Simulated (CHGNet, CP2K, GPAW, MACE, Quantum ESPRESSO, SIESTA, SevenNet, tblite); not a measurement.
## Finding the fault: SIESTA, Σ7 (111) twist boundary in a MgS-YS solid solution (84 atoms)

Program: SIESTA 5.4.2, a calculation on a cell of 38 Mg, 42 S and 4 Y, 19.1 Å³ an atom.

The input, input.fdf:

```
SystemLabel cell
NumberOfAtoms 84
NumberOfSpecies 3
%block ChemicalSpeciesLabel
  1 12 Mg
  2 16 S
  3 39 Y
%endblock ChemicalSpeciesLabel
LatticeConstant 1.0 Ang
%block LatticeVectors
  9.78238 0.00000 0.00000
  -4.89119 8.47179 0.00000
  0.00000 0.00000 19.37344
%endblock LatticeVectors
PAO.BasisSize QZ3P
PAO.EnergyShift 0.01 Ry
XC.Functional GGA
XC.Authors PBE
MeshCutoff 500 Ry
%block kgrid_Monkhorst_Pack
  1 0 0 0.0
  0 1 0 0.0
  0 0 1 0.0
%endblock kgrid_Monkhorst_Pack
SolutionMethod diagon
OccupationFunction FD
ElectronicTemperature 580 K
SCF.Mixer.Method Pulay
SCF.Mixer.Weight 0.05
SCF.Mixer.History 8
SCF.Mix Hamiltonian
MaxSCFIterations 60
SCF.DM.Tolerance 1e-04
SCF.H.Tolerance 1.0e-3 eV
WriteForces T
Write.HirshfeldPop T
Write.VoronoiPop T
Write.DM F
Write.H F
XML.Write F
AtomicCoordinatesFormat Fractional
%block AtomicCoordinatesAndAtomicSpecies
  0.86032 0.56704 0.00142 1
  0.09355 0.61765 0.08324 2
  0.71029 0.13320 0.00136 1
  0.95521 0.19767 0.07908 2
  0.91015 0.37802 0.16022 1
  0.13000 0.42232 0.23020 2
  0.96172 0.18732 0.31446 1
  0.19225 0.23527 0.39019 2
  0.57595 0.71569 0.99879 1
  0.81071 0.75726 0.08045 2
[... 70 atom lines left out ...]
  0.10763 0.48054 0.81133 1
  0.32722 0.66278 0.89039 2
  0.23475 0.18084 0.81300 1
  0.48926 0.38218 0.89207 2
%endblock AtomicCoordinatesAndAtomicSpecies
```

The run is started by

```
$ OMP_NUM_THREADS=1 mpirun -np 2 siesta < input.fdf > output.txt
```

Log:

```text
Version         : 5.4.2
reinit: System Name:
reinit: System Label: cell
initatom: Reading input for the pseudopotentials and atomic orbitals ----------
Species number:   1 Atomic number:   12 Label: Mg
Species number:   2 Atomic number:   16 Label: S
Species number:   3 Atomic number:   39 Label: Y
size_name: Incorrect basis-size option specified, active options are:
  SZ or MINIMAL
  SZP, SZSP, SZ1P, SZP1
  DZ
  DZP, DZSP, DZP1, DZ1P or STANDARD
  DZDP, DZP2, DZ2P
  TZ
  TZP, TZSP, TZP1, TZ1P
  TZDP, TZP2, TZ2P
  TZTP, TZP3, TZ3P
stopping program
Stopping Program from Node:    0
stopping program
Stopping Program from Node:    0
```

It took 0.78 s on 2 MPI ranks of AMD EPYC 7571, shared host; peak memory 0.15 GiB.

Banners, paths, timers and routine set-up lines are dropped from the logs unmarked, and long logs keep their key lines alone; longer cuts are marked.

**Question.** Which part of the input is at fault, and how is it mended?

An unknown basis size: basis QZ3P. The sound run has basis DZP.

The program stopped at the start.

[Also dropped from logs without a mark: logging warnings of Python, and SIESTA's first energy breakdown and zero terms.]

[Logs are printed without paths, hosts, clocks, repeated set-up lines and the standing remarks that a program may print on its own settings, such as how far it seeks lower states.]

[Hosts, paths, dates, database ids (printed as entryN), source tags and the programs' standing remarks are cut or masked in the printed files.]
